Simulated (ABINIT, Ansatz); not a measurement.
# NbB2 (P6/mmm): zone-centre phonons

Which modes does NbB2 (P6/mmm) have at the zone centre?

Main program and level: ABINIT 10.8.3; DFT LDA, scalar-relativistic, plane waves, JTH PAW pseudopotentials.

The database entry behind the starting cell differs from later determinations by our own check (an axis about 1.2 % long against later determinations), so it need not match the best structure at ambient conditions.

**1. Set-up**

It takes space group P6/mmm (No. 191, hexagonal). The conventional cell has a = 3.073 Å, b = 3.073 Å, c = 3.279 Å, α = 90.00°, β = 90.00°, γ = 120.00°. Nb has 12 B at 2.42 Å nearest. Nearest to B lie 3 B at 1.77 Å and 6 Nb at 2.42 Å. Farther neighbours are not listed.

**2. Relaxation**

The harmonic expansion starts where the forces on the atoms vanish, and stress shifts the frequencies, so cell and atoms are relaxed with tight thresholds.

The starting cell comes from a relaxation made beforehand in Ansatz (LDA, PAW).

File relax.abi:

```
# relaxation
ionmov 2
optcell 2
dilatmx 1.08
ntime 40
tolmxf 1.0d-05
tolvrs 1.0d-14
prtwf 0
prtden 0
chksymtnons 0

# basis, mesh and filling
ecut 18.0
ecutsm 0.5
pawecutdg 36.0
ngkpt 12 12 8
nshiftk 1
shiftk 0.0 0.0 0.0
istwfk *1
occopt 7
tsmear 0.01
nband 16
nstep 100
diemac 1000000.0
prtebands 0
prtgsr 0

# cell and atoms
acell 3*1.0 Angstrom
rprim 
    3.072905876 0.0 0.0
    -1.536452938 2.661214552 0.0
    0.0 0.0 3.278525197
ntypat 2
znucl 41 5
natom 3
typat 1 2 2
xred 
    0.0 0.0 0.0
    1/3 2/3 0.5
    2/3 1/3 0.5
pp_dirpath "./pseudo"
pseudos "Nb.xml, B.xml"
```

Started as:

```console
$ OMP_NUM_THREADS=1 mpirun -n 4 abinit relax.abi > relax.log
```

Numbers of over 12 decimals in the logs are rounded to 6 here.

relax.abo, the main output file:

```text
[banners, grids, parts of the stress and lines that vanish by symmetry left out]
- input  file    -> relax.abi
- output file    -> relax.abo
- root for input  files -> relaxi
[...]
Symmetries : space group P6/m m m (#191); Bravais hP (primitive hexag.)
[...]
mpw =         852          nfft =       15552          nkpt =          95
[...]
== DATASET  1 ==================================================================
[...]
cutoff_energies: {ecut:  18.0, pawecutdg:  36.0, }
[...]
ETOT  1  -63.557083118344    -6.356E+01 4.423E-01 2.865E+01
 ETOT  2  -63.570358259453    -1.328E-02 3.082E-02 4.437E+00
 ETOT  3  -63.566470107672     3.888E-03 7.633E-03 3.960E-01
 ETOT  4  -63.566668316000    -1.982E-04 5.556E-03 3.103E-03
 ETOT  5  -63.566670414162    -2.098E-06 2.624E-03 8.986E-04
[...]
At SCF step   16       nres2   =  8.29E-16 < tolvrs=  1.00E-14 =>converged.
[...]
sigma(1 1)=  2.62690386E-06  sigma(3 2)=  0.00000000E+00
  sigma(2 2)=  2.62690441E-06  sigma(3 1)=  0.00000000E+00
  sigma(3 3)= -5.30179899E-06  sigma(2 1)=  0.00000000E+00
[...]
convergence: {deltae: -1.918E-13, res2:  8.292E-16, residm:  2.244E-05, diffor: null, }
etotal    :  -6.35666695E+01
[...]
ETOT  1  -63.566669836317    -6.357E+01 4.545E-04 6.629E-05
[...]
At SCF step    9       nres2   =  3.27E-15 < tolvrs=  1.00E-14 =>converged.
[...]
sigma(1 1)=  1.71570243E-06  sigma(3 2)=  0.00000000E+00
  sigma(2 2)=  1.71570299E-06  sigma(3 1)=  0.00000000E+00
  sigma(3 3)= -3.85973226E-06  sigma(2 1)=  0.00000000E+00
[...]
convergence: {deltae: -2.558E-13, res2:  3.270E-15, residm:  2.240E-06, diffor: null, }
etotal    :  -6.35666697E+01
[...]
ETOT  1  -63.566670802581    -6.357E+01 3.778E-05 3.870E-04
[...]
ETOT  8  -63.566669871903    -5.258E-13 6.364E-07 2.225E-13
 ETOT  9  -63.566669871903     9.237E-14 1.002E-06 4.083E-15
 At SCF step    9       nres2   =  4.08E-15 < tolvrs=  1.00E-14 =>converged.
[...]
sigma(1 1)= -2.09196566E-08  sigma(3 2)=  0.00000000E+00
  sigma(2 2)= -2.09190976E-08  sigma(3 1)=  0.00000000E+00
  sigma(3 3)= -2.63051420E-08  sigma(2 1)=  0.00000000E+00
[...]
convergence: {deltae:  9.237E-14, res2:  4.083E-15, residm:  1.002E-06, diffor: null, }
etotal    :  -6.35666699E+01
[...]
At Broyd/MD step   3, gradients are converged :
[...]
sigma(1 1)= -2.09196566E-08  sigma(3 2)=  0.00000000E+00
  sigma(2 2)= -2.09190976E-08  sigma(3 1)=  0.00000000E+00
  sigma(3 3)= -2.63051420E-08  sigma(2 1)=  0.00000000E+00
[...]
- sigma(1 1)= -6.15477547E-04  sigma(3 2)=  0.00000000E+00
- sigma(2 2)= -6.15461100E-04  sigma(3 1)=  0.00000000E+00
- sigma(3 3)= -7.73923998E-04  sigma(2 1)=  0.00000000E+00
[...]
fcart     -3.8650920226E-30 -2.2315119197E-30 -0.0000000000E+00
           strten     -2.0919656625E-08 -2.0919097595E-08 -2.6305142035E-08
================================================================================

[key lines of the parts left out:]
pressure_GPa:   6.6829E-04
Total energy DC (eV): -1.05180068402498E+05
```

It took 59 s on 4 MPI ranks of Arm Neoverse N1, shared host.

Little changed from the start: no atom moved by 0.005 Å and no cell edge by 0.1 %.

Read from the output:

| Item | Value |
| --- | --- |
| volume per atom | 8.937 Å³ |
| pressure | 6.68e-4 GPa |
| gap on the k-mesh | 0 eV |

**3. Self-consistent run for the response**

First-order wavefunctions inherit every error of the ground state, hence the very tight tolvrs. ecutsm is kept as in the relaxation, so that the cell stays at rest. Occupations are smeared.

File gs.abi:

```
# ground state
tolvrs 1.0d-16
prtden 1
prtwf 1

# basis, mesh and filling
ecut 18.0
ecutsm 0.5
pawecutdg 36.0
ngkpt 12 12 8
nshiftk 1
shiftk 0.0 0.0 0.0
istwfk *1
occopt 7
tsmear 0.01
nband 16
nstep 100
diemac 1000000.0
prtebands 0
prtgsr 0

# cell and atoms
acell 3*1.0 Angstrom
rprim 
    3.072127133 0.0 0.0
    -1.536063567 2.660540141 0.0
    0.0 0.0 3.280333705
ntypat 2
znucl 41 5
natom 3
typat 1 2 2
xred 
    0.0 0.0 0.0
    1/3 2/3 0.5
    2/3 1/3 0.5
pp_dirpath "./pseudo"
pseudos "Nb.xml, B.xml"
```

Started as:

```console
$ OMP_NUM_THREADS=1 mpirun -n 4 abinit gs.abi > gs.log
```

gs.abo, the main output file:

```text
[banners, grids, parts of the stress and lines that vanish by symmetry left out]
- input  file    -> gs.abi
- output file    -> gs.abo
- root for input  files -> gsi
[...]
Symmetries : space group P6/m m m (#191); Bravais hP (primitive hexag.)
[...]
mpw =         684          nfft =       13824          nkpt =          95
[...]
== DATASET  1 ==================================================================
[...]
cutoff_energies: {ecut:  18.0, pawecutdg:  36.0, }
[...]
ETOT  1  -63.555729168332    -6.356E+01 4.294E-01 2.028E+01
 ETOT  2  -63.570405226329    -1.468E-02 7.425E-02 3.073E+00
 ETOT  3  -63.566447136485     3.958E-03 9.571E-03 2.604E-01
 ETOT  4  -63.566669414735    -2.223E-04 3.063E-03 1.996E-03
 ETOT  5  -63.566670860911    -1.446E-06 1.228E-03 5.918E-04
[...]
ETOT 18  -63.566669939607    -7.105E-15 9.577E-05 2.663E-16
 ETOT 19  -63.566669939607    -3.340E-13 3.104E-05 9.298E-18
 At SCF step   19       nres2   =  9.30E-18 < tolvrs=  1.00E-16 =>converged.
[...]
sigma(1 1)= -4.39389513E-08  sigma(3 2)=  0.00000000E+00
  sigma(2 2)= -4.39406609E-08  sigma(3 1)=  0.00000000E+00
  sigma(3 3)= -1.76169794E-08  sigma(2 1)=  2.56620232E-12
[...]
convergence: {deltae: -3.340E-13, res2:  9.298E-18, residm:  3.104E-05, diffor: null, }
etotal    :  -6.35666699E+01
[...]
sigma(1 1)= -4.39389513E-08  sigma(3 2)=  0.00000000E+00
  sigma(2 2)= -4.39406609E-08  sigma(3 1)=  0.00000000E+00
  sigma(3 3)= -1.76169794E-08  sigma(2 1)=  2.56620232E-12
[...]
- sigma(1 1)= -1.29272858E-03  sigma(3 2)=  0.00000000E+00
- sigma(2 2)= -1.29277888E-03  sigma(3 1)=  0.00000000E+00
- sigma(3 3)= -5.18309428E-04  sigma(2 1)=  7.55002790E-08
[...]
fcart     -1.5460368083E-29 -8.9260476766E-30 -0.0000000000E+00
           strten     -4.3938951312E-08 -4.3940660860E-08 -1.7616979381E-08
================================================================================

[key lines of the parts left out:]
pressure_GPa:   1.0346E-03
Total energy DC (eV): -1.05180068404340E+05
```

Wall time 28 s (4 MPI ranks); 1.8 min of CPU time.

This step gave:

| Quantity | Value |
| --- | --- |
| pressure | 0.001035 GPa |

The cell stands at 0.0010 GPa, close enough for phonons.

[end of part 1 of 2]

[Host names and launcher messages were left out of these logs when they were recorded.]

[Logs are printed without paths, hosts, clocks, repeated set-up lines and the standing remarks that a program may print on its own settings, such as how far it seeks lower states.]

[Hosts, paths, dates, database ids (printed as entryN), source tags and the programs' standing remarks are cut or masked in the printed files.]
